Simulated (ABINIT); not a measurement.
An input for ABINIT 10.8.3 (BaTiO3 (R3m)):

```
acell 3*1.0 Angstrom
rprim 
  2.827366608379 1.632380872429 2.318393493212
  -2.827366608379 1.632380872429 2.318393493212
  -0.000000000000 -3.264761744908 2.318393493176
ntypat 3
znucl 56 22 8
natom 5
typat 1 2 3 3 3
xred 
  0.000000000000 0.000000000000 0.000000000000
  0.484500000000 0.484500000000 0.484500000000
  0.508600000000 0.508600000000 0.017500000000
  0.017500000000 0.508600000000 0.508600000000
  0.508600000000 0.017500000000 0.508600000000
pp_dirpath "pseudos"
pseudos "Ba.upf, Ti.upf, O.upf"
ecut 38
ngkpt 4 4 4
nshiftk 1
shiftk 0 0 0
kptopt 1
chksymbreak 0
istwfk *1
occopt 1
irdwfk 1
optdriver 4
nband 347
gwcalctyp 0
ecutsigx 38
symsigma 1
nkptgw 4
kptgw 
  0.5000000000 0.5000000000 0.5000000000
  0.0000000000 0.0000000000 0.0000000000
  0.5000000000 0.0000000000 0.0000000000
  0.5000000000 0.5000000000 0.0000000000
bdgw 
  18 23
  19 22
  19 22
  19 22
ecuteps 10.1
irdscr 1
ppmodel 1
indata_prefix "in"
outdata_prefix "out"
tmpdata_prefix "tmp"
```

```sh
OMP_NUM_THREADS=1 mpirun -n 4 abinit run.abi > log
```

Q: How long will it take on 4 MPI ranks of Arm Neoverse V2, shared host, and how much memory?

It took 8.3 min; on shared hardware allow 4.1 min to 17 min. Peak host memory was 4.4 GiB.

[Paths, hosts, dates, memory and timing lines, banners, echoed tables and standing remarks are left out of the program output.]

[Logs are printed without paths, hosts, clocks, repeated set-up lines and the standing remarks that a program may print on its own settings, such as how far it seeks lower states.]

[Runs of the session that timed out or met a known fault of the program may be left out.]

[Hosts, paths, dates, database ids (printed as entryN), source tags and the programs' standing remarks are cut or masked in the printed files.]

[G0W0 gaps are taken among the corrected bands and points alone; a level outside them can change the order at an edge.]

[Where Ansatz stands beside ABINIT at settings called matched, ABINIT's density can come from a denser mesh and the files from another edition; pairs whose starting gaps differed by over 0.03 eV were left out, so agreement reads better than it is.]
